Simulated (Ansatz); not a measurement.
# Preparing Rb2BaBr4 (I-42d) as a host crystal

Before any defect goes in: Rb2BaBr4 (I-42d) at rest, and how it screens a charge.

Method: plane-wave PAW DFT, PBEsol; relaxation of the host's cell and atoms, in the first sound run; inputs show where later runs differ, in Ansatz 0.2.0.

Most raw output is cut from this account.

## (1) Starting point

It takes space group I-42d (No. 122, tetragonal). The conventional cell has a = 10.027 Å, b = 10.027 Å, c = 10.167 Å, α = 90.00°, β = 90.00°, γ = 90.00°. Nearest to Rb lie 8 Br at 3.37 to 3.65 Å. Nearest to Ba lie 8 Br at 3.31 to 3.55 Å. Nearest to Br lie 2 Ba at 3.31 to 3.55 Å and 4 Rb at 3.37 to 3.65 Å. Farther neighbours and most contacts between anions are not listed.

## (2) Host cell relaxation

Lattice and positions are set free, within the symmetry that the program keeps.

Contents of cell/input.yaml:

```yaml
crystal:
  lattice:
    - [-5.0136324, 5.0136324, 5.0836023]
    - [5.0136324, -5.0136324, 5.0836023]
    - [5.0136324, 5.0136324, -5.0836023]
  atoms:
    - { symbol: Rb, position: [0.7584253, 0.625, 0.63342531] }
    - { symbol: Rb, position: [0.9915747, 0.125, 0.36657469] }
    - { symbol: Rb, position: [0.875, 0.24157469, 0.8665747] }
    - { symbol: Rb, position: [0.375, 0.00842531, 0.13342531] }
    - { symbol: Ba, position: [0.25, 0.75, 0.5] }
    - { symbol: Ba, position: [0.5, 0.5, 0.0] }
    - { symbol: Br, position: [0.77754556, 0.38838102, 0.25031412] }
    - { symbol: Br, position: [0.1380669, 0.52723144, 0.74968588] }
    - { symbol: Br, position: [0.97245444, 0.72276856, 0.11083546] }
    - { symbol: Br, position: [0.6119331, 0.86161898, 0.88916454] }
    - { symbol: Br, position: [0.13838102, 0.02754556, 0.75031412] }
    - { symbol: Br, position: [0.27723144, 0.3880669, 0.24968588] }
    - { symbol: Br, position: [0.47276856, 0.22245444, 0.61083546] }
    - { symbol: Br, position: [0.61161898, 0.8619331, 0.38916454] }
basis:
  ecutwfc: 420
  xc_grid: 2
hamiltonian:
  xc: pbesol
kpoints:
  mp_grid: { grid: [4, 4, 4] }
scf:
  occupations: { method: fixed }
  max_iter: 100
relax:
  f_tol: 0.005
  max_steps: 60
  cell: {}
output:
  forces: true
  stress: true
checkpoint:
  write: "../cell.run"
  compress: false
  write_wavefunctions: false
  write_every: 100000
```

Started as:

```console
$ ansatz run input.yaml --threads 4 --pin off --max-ram 7536MiB --backend cpu --events-out ev --progress --plain --runs-dir out
```

Elapsed: 56 s, on 4 threads of Arm Neoverse V1, shared host; peak memory 1.2 GiB; 3.6 min of CPU time.

Relaxation path:

```csv
step,energy less that of the first step (eV),largest force component (eV/Å),pressure (GPa),volume (Å³)
1,0.0000,0.0685,-1.02,511.14
2,-0.0789,0.0383,-0.25,493.81
3,-0.0894,0.0192,-0.01,486.66
4,-0.0910,0.0063,0.01,485.31
5,-0.0910,0.0088,0.01,485.50
6,-0.0912,0.0007,0.00,485.53
7*,-0.0896,0.0007,0.00,485.53
```

Relaxation steps marked * repeat the geometry before them on a plane-wave basis chosen anew for their cell, so energy and pressure can jump there. Relaxation step 5 was tried and not accepted.

The run keeps the 8 symmetry operations that it works with, so distortions that break them were not tested.

```
conventional cell, symmetrised  before   after  change
                         a (Å)  10.027   9.851  -1.8 %
                         b (Å)  10.027   9.851  -1.8 %
                         c (Å)  10.167  10.007  -1.6 %
              volume (Å³/atom)   36.51   34.68  -5.0 %
```

The atoms that moved most (Å, as changes of fractional coordinates times the final cell):

| atom | dx | dy | dz | length |
| --- | --- | --- | --- | --- |
| Br9 | -0.008 | -0.003 | -0.019 | 0.021 |
| Br10 | 0.008 | 0.003 | -0.019 | 0.021 |
| Br11 | 0.003 | -0.008 | 0.019 | 0.021 |
| Br8 | 0.008 | -0.003 | 0.019 | 0.021 |
| Br7 | -0.008 | 0.003 | 0.019 | 0.021 |
| Br13 | -0.003 | -0.008 | -0.019 | 0.021 |
| Br14 | 0.003 | 0.008 | -0.019 | 0.021 |
| Br12 | -0.003 | 0.008 | 0.019 | 0.021 |

This step gave:

```
pressure : 3.20e-4 GPa
```

The relaxation ends with a largest force component of 7.4e-4 eV/Å and a pressure of 0.00 GPa.

## (3) Dielectric tensors of the host

The response to a uniform electric field gives the electronic dielectric tensor.

This step: plane-wave PAW DFPT, PBEsol; dielectric tensors, Born charges and zone-centre modes of the host (Ansatz 0.2.0).

Contents of eps/input.yaml:

```yaml
crystal:
  lattice:
    - [-4.9253461652, 4.9253461652, 5.0035704785]
    - [4.9253461652, -4.9253461652, 5.0035704785]
    - [4.9253461652, 4.9253461652, -5.0035704785]
  atoms:
    - { symbol: Rb, position: [0.7604735793, 0.625, 0.6354735793] }
    - { symbol: Rb, position: [0.9895264207, 0.125, 0.3645264207] }
    - { symbol: Rb, position: [0.875, 0.2395264207, 0.8645264207] }
    - { symbol: Rb, position: [0.375, 0.0104735793, 0.1354735793] }
    - { symbol: Ba, position: [0.25, 0.75, 0.5] }
    - { symbol: Ba, position: [0.5, 0.5, 0.0] }
    - { symbol: Br, position: [0.7797661781, 0.3894911289, 0.2498411049] }
    - { symbol: Br, position: [0.139650024, 0.5299250732, 0.7501588951] }
    - { symbol: Br, position: [0.9702338219, 0.7200749268, 0.1097249508] }
    - { symbol: Br, position: [0.610349976, 0.8605088711, 0.8902750492] }
    - { symbol: Br, position: [0.1394911289, 0.0297661781, 0.7498411049] }
    - { symbol: Br, position: [0.2799250732, 0.389650024, 0.2501588951] }
    - { symbol: Br, position: [0.4700749268, 0.2202338219, 0.6097249508] }
    - { symbol: Br, position: [0.6105088711, 0.860349976, 0.3902750492] }
basis:
  ecutwfc: 420
hamiltonian:
  xc: pbesol
kpoints:
  mp_grid: { grid: [4, 4, 4] }
scf:
  occupations: { method: fixed }
  max_iter: 100
phonons:
  method: dfpt
  dielectric: true
  rigid_motions: translations
```

Run time: 10 min. Hardware: 4 threads; peak memory 5.4 GiB; 41 min of CPU time.

Electronic dielectric tensor:

```
3.23 0.00 0.00
0.00 3.23 0.00
0.00 0.00 3.20
```

Static dielectric tensor:

```
7.71 0.00 0.00
0.00 7.71 0.00
0.00 0.00 9.34
```

The principal values of the electronic dielectric tensor are 3.20, 3.23 and 3.23. The principal values of the static dielectric tensor are 7.71, 7.71 and 9.34.

## (4) Primitive cell on a dense mesh

A dense mesh gives the host's converged energy, against which the supercell's sampling is tested.

This step: plane-wave PAW DFT, PBEsol; single point of the host's primitive cell on a dense mesh (Ansatz 0.2.0).

dense/input.yaml, as its differences from eps/input.yaml of step 3:

```diff
@@ -22,2 +22,3 @@
   ecutwfc: 420
+  xc_grid: 2
 hamiltonian:
@@ -27,7 +28,3 @@
 scf:
-  occupations: { method: fixed }
-  max_iter: 100
-phonons:
-  method: dfpt
-  dielectric: true
-  rigid_motions: translations
+  occupations: { method: fermi_dirac, width: 0.01 }
+  max_iter: 80
```

Elapsed: 8.2 s, on 4 threads; peak memory 1.1 GiB; 31 s of CPU time.

## (5) Self-consistent run

This step: plane-wave PAW DFT, PBEsol; single point of the defect-free supercell, a test of its k-points (Ansatz 0.2.0).

System of this step: Rb2BaBr4 (I-42d). The cell holds 56 atoms: 16 Rb, 8 Ba and 32 Br. Cell: a = 14.042 Å, b = 14.042 Å, c = 13.931 Å, α = 60.3°, β = 60.3°, γ = 59.5°.

Contents of pristine.sampling/input.yaml:

```yaml
crystal:
  lattice:
    - [0.0, 9.8506923305, 10.007140957]
    - [9.8506923305, 0.0, 10.007140957]
    - [9.8506923305, 9.8506923305, 0.0]
  atoms:
    - { symbol: Rb, position: [0.0052367897, 0.8697632103, 0.8802367897] }
    - { symbol: Rb, position: [0.2552367897, 0.1197632103, 0.1302367897] }
    - { symbol: Rb, position: [0.5052367897, 0.3697632103, 0.3802367897] }
    - { symbol: Rb, position: [0.7552367897, 0.6197632103, 0.6302367897] }
    - { symbol: Rb, position: [0.1197632103, 0.2552367897, 0.4947632103] }
    - { symbol: Rb, position: [0.3697632103, 0.5052367897, 0.7447632103] }
    - { symbol: Rb, position: [0.6197632103, 0.7552367897, 0.9947632103] }
    - { symbol: Rb, position: [0.8697632103, 0.0052367897, 0.2447632103] }
[... 44 atom lines left out ...]
    - { symbol: Br, position: [0.145225397, 0.3950665019, 0.9249915751] }
    - { symbol: Br, position: [0.395225397, 0.6450665019, 0.1749915751] }
    - { symbol: Br, position: [0.645225397, 0.8950665019, 0.4249915751] }
    - { symbol: Br, position: [0.895225397, 0.1450665019, 0.6749915751] }
basis:
  ecutwfc: 420
  xc_grid: 2
hamiltonian:
  xc: pbesol
kpoints:
  mp_grid: { grid: [1, 1, 1], shift: [0.25, 0.25, 0.25] }
scf:
  occupations: { method: fermi_dirac, width: 0.01 }
  max_iter: 80
```

The job ended after 22 s (4 threads; peak memory 2.9 GiB; 84 s of CPU time).

Numbers from this step:

```yaml
energy_over_dense_mesh: 7.80e-4 eV/atom
```

## (6) Defect free supercell relaxed from its symmetric sites

This cell, the one that will hold the defects, is built from the relaxed host. Its coarser k-points can move the atoms a little, so it is relaxed from the symmetric sites, as the reference for the test of stability.

This step: plane-wave PAW DFT, PBEsol; relaxation of the defect-free supercell from its symmetric sites (Ansatz 0.2.0).

pristine.symmetric/input.yaml, as its differences from pristine.sampling/input.yaml of step 5:

```diff
@@ -72 +72,12 @@
   max_iter: 80
+output:
+  forces: true
+relax:
+  f_tol: 0.01
+  max_steps: 60
+  escape_saddle: false
+checkpoint:
+  write: "../pristine.symmetric.run"
+  compress: false
+  write_wavefunctions: false
+  write_every: 100000
```

It took 37 s on 4 threads; peak memory 3 GiB.

No atom moved by 0.005 Å in the relaxation.

## (7) Defect free supercell relaxed from displaced atoms

This step: plane-wave PAW DFT, PBEsol; relaxation of the defect-free supercell from random displacements, a test of the host's stability (Ansatz 0.2.0).

pristine.rattled/input.yaml, as its differences from pristine.symmetric/input.yaml of step 6:

```diff
@@ -76,6 +76,6 @@
   f_tol: 0.01
-  max_steps: 60
-  escape_saddle: false
+  max_steps: 120
+  random_displacement: { amplitude: 0.08, seed: 7102 }
 checkpoint:
-  write: "../pristine.symmetric.run"
+  write: "../pristine.rattled.run"
   compress: false
```

Wall time 72 s (4 threads); peak memory 3 GiB; 4.6 min of CPU time.

The steps of the relaxation:

```
step  energy less that of the first step (eV)  largest force component (eV/Å)
   1                                   0.0000                          0.3663
   2                                  -0.3472                          0.1148
   3                                  -0.4063                          0.0061
   4                                  -0.4063                          0.0061
```

The relaxation ends 7.3 meV an atom lower than the displaced start, with a largest force component of 0.0061 eV/Å.

## (8) Outcome

| Item | Value |
| --- | --- |
| primitive cell vectors, lengths | 8.576, 8.576, 8.576 Å |
| electronic dielectric constant | principal values (3.20, 3.23, 3.23) |
| static dielectric constant | principal values (7.71, 7.71, 9.34) |
| gap on the k-mesh of the response run (PBEsol) | 4.26 eV |
| supercell relaxed in its symmetry less the displaced and relaxed one | 0.000 eV |
| energy an atom at one point at (¼, ¼, ¼) less that on the dense mesh | 0.001 eV |

Step 7: The energy fell by 0.406 eV from the randomly displaced start; against the sites as typed, Br33 ends farthest off, by 0.01 Å, once the mean shift is taken out. The displaced cell ends within 0.01 eV of the symmetric one relaxed in its symmetry, so no lower structure shows in this supercell. The k-mesh can miss the band edges, so this gap is an upper bound at this level. All at zero temperature.

[Logs are printed without paths, hosts, clocks, repeated set-up lines and the standing remarks that a program may print on its own settings, such as how far it seeks lower states.]

[Hosts, paths, dates, database ids (printed as entryN), source tags and the programs' standing remarks are cut or masked in the printed files.]

[Runs of the host that timed out are not shown.]

[For some hosts the program warned that the k-mesh of the response run may be too coarse for force constants and the static dielectric constant; such warnings are not always shown.]
